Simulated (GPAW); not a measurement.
# Work function of 1T-TaSeTe monolayer at several levels

How far do functional and basis move the work function of 1T-TaSeTe monolayer?

Program: GPAW 26.7.0. Level of theory: GPAW, PAW setups; layer in a repeated cell with vacuum, relaxation of atoms and in-plane cell, in the first sound run; inputs show where later runs differ. Results are calculated unless marked as measured.

Report form: the programs' logs are mostly left out.

## 1. Set-up

The cell holds 3 atoms: 1 Te, 1 Ta and 1 Se. Cell: a = 3.828 Å, b = 3.828 Å, c = 21.561 Å, α = 90.0°, β = 90.0°, γ = 120.0°. Vacuum lies along c.

## 2. Relaxation

Forces are removed first; all later runs use this geometry.

run.py reads:

```python
import json
import numpy as np
from ase import Atoms
from ase.filters import FrechetCellFilter
from ase.optimize import BFGS
from gpaw import GPAW, PW

slab = Atoms(
    ['Te', 'Ta', 'Se'],
    positions=[
        [1.91382, 1.10495, 9.00000],
        [0.00000, 0.00000, 10.92387],
        [-0.00000, 2.20989, 12.56060]],
    cell=[[3.82764, 0.0, 0.0], [-1.91382, 3.31484, 0.0], [0.0, 0.0, 21.5606]],
    pbc=[True, True, True])

slab.calc = GPAW(mode=PW(600), xc='PBE', kpts={'size': (9, 9, 1), 'gamma': True},
                 occupations={'name': 'fermi-dirac', 'width': 0.05}, nbands='160%',
                 convergence={'density': 1e-05}, maxiter=200,
                 symmetry={'tolerance': 1e-3}, txt='slab.txt')
result = {}
# The in-plane cell is free; stress needs a cell that repeats along all three vectors
path = []
opt = BFGS(FrechetCellFilter(slab, mask=[1, 1, 0, 0, 0, 1]), maxstep=0.2)
opt.attach(lambda: path.append((slab.get_potential_energy(), slab.positions.tolist(), slab.get_forces().tolist())))
result['relaxed'] = bool(opt.run(fmax=0.02, steps=45))
result['path'] = path
result['cell'] = slab.cell.tolist()
print('in-plane lattice', slab.cell.cellpar().round(4)[[0, 1, 5]])
energy = slab.get_potential_energy()
fermi = slab.calc.get_fermi_level()
v = slab.calc.get_electrostatic_potential().mean((0, 1)) - fermi
n = slab.calc.get_pseudo_density().mean((0, 1))
L = slab.cell[2, 2]
z = np.arange(len(v)) * L / len(v)
low, high = slab.positions[:, 2].min(), slab.positions[:, 2].max()
below, above = np.interp([low - 6.8, high + 6.8], z, v)
slopes = [np.interp(x, z, np.gradient(v, z)) for x in (low - 6.8, high + 6.8)]
eps = np.array([[slab.calc.get_eigenvalues(k, s) for k in range(len(slab.calc.get_ibz_k_points()))]
                for s in range(slab.calc.get_number_of_spins())]) - fermi
top, bottom = eps[eps < 0].max(), eps[eps > 0].min()
dipole = slab.get_dipole_moment()[2]
print(f'energy {energy:.4f} eV, Fermi level {fermi:.4f} eV, dipole {dipole:.5f} e A')
print(f'potential 6.8 A off the faces, from the Fermi level: lower {below:.4f} eV, upper {above:.4f} eV')
print(f'slope of the potential there: lower {slopes[0]:.5f}, upper {slopes[1]:.5f} eV/A')
print(f'nearest levels on the mesh: {top:.4f} and {bottom:.4f} eV')
print('magnetic moment', round(slab.get_magnetic_moment(), 3))
result.update(energy=energy, fermi=fermi, dipole=dipole, below=below, above=above, slopes=slopes, edges=[top, bottom],
              z=z.tolist(), v=v.tolist(), n=n.tolist(), positions=slab.positions.tolist(),
              forces=slab.get_forces(apply_constraint=False).tolist(), moments=slab.get_magnetic_moments().tolist())
json.dump(result, open('result.json', 'w'))
```

The run is started by

```bash
$ OMP_NUM_THREADS=1 OPENBLAS_NUM_THREADS=1 python run.py
```

It took 4.1 min on 1 thread of INTEL XEON PLATINUM 8581C at 2.30GHz (Emerald Rapids), shared host; peak memory 0.48 GiB.

This step gave:

```yaml
dipole_along_the_normal: -0.03479 e·Å
levels_nearest_the_fermi_level_on_the_mesh: -0.003903, 0.06331 eV from the Fermi level
```

The electrostatic potential energy of an electron (without an applied field's), less the Fermi level, planar mean by z:

```tsv
z (Å)	electrostatic potential energy of an electron (without an applied field's), less the Fermi level, planar mean (eV)
0	4.49
1	4.46
2	4.44
3	4.41
4	4.39
5	4.36
6	4.32
7	4.10
8	0.866
9	-20.0
10	-4.22
11	-17.8
12	-7.54
13	-5.20
14	4.17
15	4.63
16	4.63
17	4.61
18	4.58
19	4.56
20	4.53
21	4.50
```

The pseudo valence density, planar mean by z:

z (Å), pseudo valence density, planar mean (e/Å³) and a bar:
```
      5.0       0.00 
      5.5       0.00 
      6.0       0.00 
      6.5       0.00 
      7.0       0.01 
      7.5       0.04 #
      8.0       0.14 ####
      8.5       0.28 ########
      9.0       0.11 ###
      9.5       0.34 ##########
     10.0       0.33 ##########
     10.5       0.59 #################
     11.0       1.01 ##############################
     11.5       0.50 ###############
     12.0       0.42 ############
     12.5       0.22 #######
     13.0       0.31 #########
     13.5       0.12 ###
     14.0       0.03 #
     14.5       0.01 
     15.0       0.00 
     15.5       0.00 
     16.0       0.00
```

The relaxation lowered the energy of the cell by 0.429 eV (energies extrapolated to zero smearing; the optimiser's log prints free energies). The largest force left on a free atom is 0.0038 eV/Å.

## 3. The slab's potential

The work function is the vacuum plateau of the electrostatic potential less the Fermi level; a dipole layer lets the two faces have plateaus of their own.

This step: GPAW, PAW setups; slab in vacuum (GPAW 26.7.0).

The cell differs from the one that the last finished run ended in (c 21.561 → 21.481 Å).

run.py, as its differences from that of step 2:

```diff
@@ -3,4 +3,2 @@
 from ase import Atoms
-from ase.filters import FrechetCellFilter
-from ase.optimize import BFGS
 from gpaw import GPAW, PW
@@ -10,21 +8,14 @@
     positions=[
-        [1.91382, 1.10495, 9.00000],
-        [0.00000, 0.00000, 10.92387],
-        [-0.00000, 2.20989, 12.56060]],
-    cell=[[3.82764, 0.0, 0.0], [-1.91382, 3.31484, 0.0], [0.0, 0.0, 21.5606]],
-    pbc=[True, True, True])
+        [1.79701, 1.03751, 9.00000],
+        [-0.00000, -0.00000, 10.89724],
+        [-0.00000, 2.07501, 12.48082]],
+    cell=[[3.59402, -0.0, 0.0], [-1.79701, 3.11252, 0.0], [0.0, 0.0, 21.4808]],
+    pbc=[True, True, False])
 
-slab.calc = GPAW(mode=PW(600), xc='PBE', kpts={'size': (9, 9, 1), 'gamma': True},
+slab.calc = GPAW(mode=PW(400), xc='PBE', kpts={'size': (9, 9, 1), 'gamma': True},
                  occupations={'name': 'fermi-dirac', 'width': 0.05}, nbands='160%',
                  convergence={'density': 1e-05}, maxiter=200,
+                 poissonsolver={'dipolelayer': 'xy'},
                  symmetry={'tolerance': 1e-3}, txt='slab.txt')
 result = {}
-# The in-plane cell is free; stress needs a cell that repeats along all three vectors
-path = []
-opt = BFGS(FrechetCellFilter(slab, mask=[1, 1, 0, 0, 0, 1]), maxstep=0.2)
-opt.attach(lambda: path.append((slab.get_potential_energy(), slab.positions.tolist(), slab.get_forces().tolist())))
-result['relaxed'] = bool(opt.run(fmax=0.02, steps=45))
-result['path'] = path
-result['cell'] = slab.cell.tolist()
-print('in-plane lattice', slab.cell.cellpar().round(4)[[0, 1, 5]])
 energy = slab.get_potential_energy()
```

It took 16 s on 1 thread; peak memory 0.21 GiB.

This step gave:

| Quantity | Value |
| --- | --- |
| dipole along the normal | -0.02548 e·Å |
| levels nearest the Fermi level on the mesh | -0.004156, 0.06400 eV from the Fermi level |
| upper work function | 4.697 eV |
| lower work function | 4.289 eV |

Table of electrostatic potential energy of an electron (without an applied field's), less the Fermi level, planar mean by z:

```tsv
z (Å)	electrostatic potential energy of an electron (without an applied field's), less the Fermi level, planar mean (eV)
0	4.49
1	4.29
2	4.29
3	4.29
4	4.29
5	4.29
6	4.28
7	4.06
8	0.492
9	-20.1
10	-4.33
11	-17.4
12	-8.16
13	-4.29
14	4.24
15	4.67
16	4.70
17	4.70
18	4.70
19	4.70
20	4.70
21	4.70
```

The pseudo valence density, planar mean oscillates, so the rows of the table below give means over windows of 1 Å about each position, cut where the curve ends. Its maxima inside the range that stand out by 2 % of the span (Å: e/Å³): 8.4: 0.276, 9.7: 0.355, 11.0: 1.04, 12.9: 0.333. Its minima: 9.0: 0.107, 9.9: 0.330, 12.5: 0.202.

Pseudo valence density, planar mean against z; means over each step:

```tsv
z (Å)	pseudo valence density, planar mean (e/Å³)
5	5.4e-5
6	8.7e-4
7	0.0143
8	0.156
9	0.215
10	0.390
11	0.805
12	0.378
13	0.239
14	0.0354
15	0.00173
16	8.3e-5
```

The potential is flat to 4.4e-5 eV/Å where it is read, so the vacuum is wide enough.

## 4. Self-consistent run: xc = "vdW-DF2"

The same geometry under vdW-DF2, to see how far the functional moves the levels against the vacuum (the van der Waals functionals take revPBE setups).

run.py, as its differences from that of step 3:

```diff
@@ -14,3 +14,3 @@
 
-slab.calc = GPAW(mode=PW(400), xc='PBE', kpts={'size': (9, 9, 1), 'gamma': True},
+slab.calc = GPAW(mode=PW(400), xc='vdW-DF2', kpts={'size': (9, 9, 1), 'gamma': True},
                  occupations={'name': 'fermi-dirac', 'width': 0.05}, nbands='160%',
```

Run time: 26 s. Hardware: 1 thread; peak memory 0.37 GiB.

This step gave:

| Item | Value |
| --- | --- |
| dipole along the normal | -0.02588 e·Å |
| levels nearest the Fermi level on the mesh | -0.004273, 0.05910 eV from the Fermi level |
| upper work function | 5.023 eV |
| lower work function | 4.608 eV |

Electrostatic potential energy of an electron (without an applied field's), less the Fermi level, planar mean against z:

z (Å), electrostatic potential energy of an electron (without an applied field's), less the Fermi level, planar mean (eV) and a bar from the least value:
```
        0        4.8 ##############################
        1        4.6 ##############################
        2        4.6 ##############################
        3        4.6 ##############################
        4        4.6 ##############################
        5        4.6 ##############################
        6        4.6 #############################
        7        4.3 #############################
        8        0.5 #########################
        9      -20.2 
       10       -4.6 ###################
       11      -17.7 ###
       12       -8.3 ##############
       13       -4.3 ###################
       14        4.5 #############################
       15        5.0 ##############################
       16        5.0 ##############################
       17        5.0 ##############################
       18        5.0 ##############################
       19        5.0 ##############################
       20        5.0 ##############################
       21        5.0 ##############################
```

The pseudo valence density, planar mean oscillates, so the rows of the table below give means over windows of 1 Å about each position, cut where the curve ends. Its maxima inside the range that stand out by 2 % of the span (Å: e/Å³): 8.4: 0.276, 9.7: 0.354, 11.0: 1.04, 12.9: 0.332. Its minima: 9.0: 0.107, 9.9: 0.330, 12.5: 0.201.

Pseudo valence density, planar mean against z; means over each step:

z (Å), pseudo valence density, planar mean (e/Å³) and a bar:
```
        5       0.00 
        6       0.00 
        7       0.02 #
        8       0.16 ######
        9       0.21 ########
       10       0.39 ###############
       11       0.80 ##############################
       12       0.38 ##############
       13       0.24 #########
       14       0.04 #
       15       0.00 
       16       0.00 
       17       0.00
```

Force by atom:

```tsv
atom	x (eV/Å)	y (eV/Å)	z (eV/Å)	size
Te1	0.000	0.000	-0.798	0.798
Ta2	0.000	0.000	0.039	0.039
Se3	0.000	0.000	0.758	0.758
```

The upper face's work function is 5.023 eV, against 4.697 eV in the first plane-wave PBE run at this geometry.

## 5. Self-consistent run: xc = "RPBE"

The same geometry under RPBE, to see how far the functional moves the levels against the vacuum.

run.py, as its differences from that of step 4:

```diff
@@ -14,3 +14,3 @@
 
-slab.calc = GPAW(mode=PW(400), xc='vdW-DF2', kpts={'size': (9, 9, 1), 'gamma': True},
+slab.calc = GPAW(mode=PW(400), xc='RPBE', kpts={'size': (9, 9, 1), 'gamma': True},
                  occupations={'name': 'fermi-dirac', 'width': 0.05}, nbands='160%',
```

The job ended after 16 s (1 thread; peak memory 0.21 GiB).

Numbers from this step:

```yaml
dipole_along_the_normal: -0.02646 e·Å
levels_nearest_the_fermi_level_on_the_mesh: -0.002691, 0.06229 eV from the Fermi level
upper_work_function: 4.600 eV
lower_work_function: 4.176 eV
```

The upper face's work function is 4.600 eV, against 4.697 eV in the first plane-wave PBE run at this geometry.

## 6. Self-consistent run: xc = "LDA"

The same geometry under LDA, to see how far the functional moves the levels against the vacuum.

run.py, as its differences from that of step 5:

```diff
@@ -14,3 +14,3 @@
 
-slab.calc = GPAW(mode=PW(400), xc='RPBE', kpts={'size': (9, 9, 1), 'gamma': True},
+slab.calc = GPAW(mode=PW(400), xc='LDA', kpts={'size': (9, 9, 1), 'gamma': True},
                  occupations={'name': 'fermi-dirac', 'width': 0.05}, nbands='160%',
```

Elapsed: 16 s, on 1 thread; peak memory 0.2 GiB.

Numbers from this step:

```yaml
dipole_along_the_normal: -0.02421 e·Å
levels_nearest_the_fermi_level_on_the_mesh: -0.006844, 0.06308 eV from the Fermi level
upper_work_function: 4.969 eV
lower_work_function: 4.581 eV
```

The upper face's work function is 4.969 eV, against 4.697 eV in the first plane-wave PBE run at this geometry.

## 7. Self-consistent run: xc = "revPBE"

The same geometry under revPBE, to see how far the functional moves the levels against the vacuum.

run.py, as its differences from that of step 6:

```diff
@@ -14,3 +14,3 @@
 
-slab.calc = GPAW(mode=PW(400), xc='LDA', kpts={'size': (9, 9, 1), 'gamma': True},
+slab.calc = GPAW(mode=PW(400), xc='revPBE', kpts={'size': (9, 9, 1), 'gamma': True},
                  occupations={'name': 'fermi-dirac', 'width': 0.05}, nbands='160%',
```

Elapsed: 18 s, on 1 thread; peak memory 0.21 GiB.

This step gave:

```
dipole along the normal                    : -0.02606 e·Å
levels nearest the Fermi level on the mesh : -0.003276, 0.06381 eV from the Fermi level
upper work function                        : 4.599 eV
lower work function                        : 4.181 eV
```

The electrostatic potential energy of an electron (without an applied field's), less the Fermi level, planar mean by z:

```tsv
z (Å)	electrostatic potential energy of an electron (without an applied field's), less the Fermi level, planar mean (eV)
0.0	4.39
0.5	4.18
1.0	4.18
1.5	4.18
2.0	4.18
2.5	4.18
3.0	4.18
3.5	4.18
4.0	4.18
4.5	4.18
5.0	4.18
5.5	4.18
6.0	4.17
6.5	4.12
7.0	3.95
7.5	3.25
8.0	0.409
8.5	-9.05
9.0	-20.1
9.5	-10.0
10.0	-4.41
10.5	-12.2
11.0	-17.5
11.5	-8.29
12.0	-8.23
12.5	-16.9
13.0	-4.36
13.5	2.49
14.0	4.14
14.5	4.50
15.0	4.58
15.5	4.59
16.0	4.60
16.5	4.60
17.0	4.60
17.5	4.60
18.0	4.60
18.5	4.60
19.0	4.60
19.5	4.60
20.0	4.60
20.5	4.60
21.0	4.60
```

The upper face's work function is 4.599 eV, against 4.697 eV in the first plane-wave PBE run at this geometry.

## 8. OptPBE vdW: xc = "optPBE-vdW"

The same geometry under optPBE-vdW, to see how far the functional moves the levels against the vacuum (the van der Waals functionals take revPBE setups).

run.py, as its differences from that of step 7:

```diff
@@ -14,3 +14,3 @@
 
-slab.calc = GPAW(mode=PW(400), xc='revPBE', kpts={'size': (9, 9, 1), 'gamma': True},
+slab.calc = GPAW(mode=PW(400), xc='optPBE-vdW', kpts={'size': (9, 9, 1), 'gamma': True},
                  occupations={'name': 'fermi-dirac', 'width': 0.05}, nbands='160%',
```

The job ended after 27 s (1 thread; peak memory 0.37 GiB).

This step gave:

- dipole along the normal: -0.02595 e·Å
- levels nearest the Fermi level on the mesh: -0.003681, 0.05990 eV from the Fermi level
- upper work function: 4.914 eV
- lower work function: 4.498 eV

The upper face's work function is 4.914 eV, against 4.697 eV in the first plane-wave PBE run at this geometry.

## 9. Real-space grid: mode = "fd"

A real-space grid is a second complete basis, so it checks the plane-wave result.

run.py, as its differences from that of step 8:

```diff
@@ -3,3 +3,3 @@
 from ase import Atoms
-from gpaw import GPAW, PW
+from gpaw import GPAW
 
@@ -14,3 +14,3 @@
 
-slab.calc = GPAW(mode=PW(400), xc='optPBE-vdW', kpts={'size': (9, 9, 1), 'gamma': True},
+slab.calc = GPAW(mode='fd', h=0.18, xc='PBE', kpts={'size': (9, 9, 1), 'gamma': True},
                  occupations={'name': 'fermi-dirac', 'width': 0.05}, nbands='160%',
```

Wall time 47 s (1 thread); peak memory 0.38 GiB.

This step gave:

| Quantity | Value |
| --- | --- |
| dipole along the normal | -0.02510 e·Å |
| levels nearest the Fermi level on the mesh | -0.004368, 0.06441 eV from the Fermi level |
| upper work function | 4.698 eV |
| lower work function | 4.292 eV |

The upper face's work function is 4.698 eV, against 4.697 eV in the first plane-wave PBE run at this geometry.

(Part 1 of 2 ends here.)

[Logs are printed without paths, hosts, clocks, repeated set-up lines and the standing remarks that a program may print on its own settings, such as how far it seeks lower states.]

[Hosts, paths, dates, database ids (printed as entryN), source tags and the programs' standing remarks are cut or masked in the printed files.]
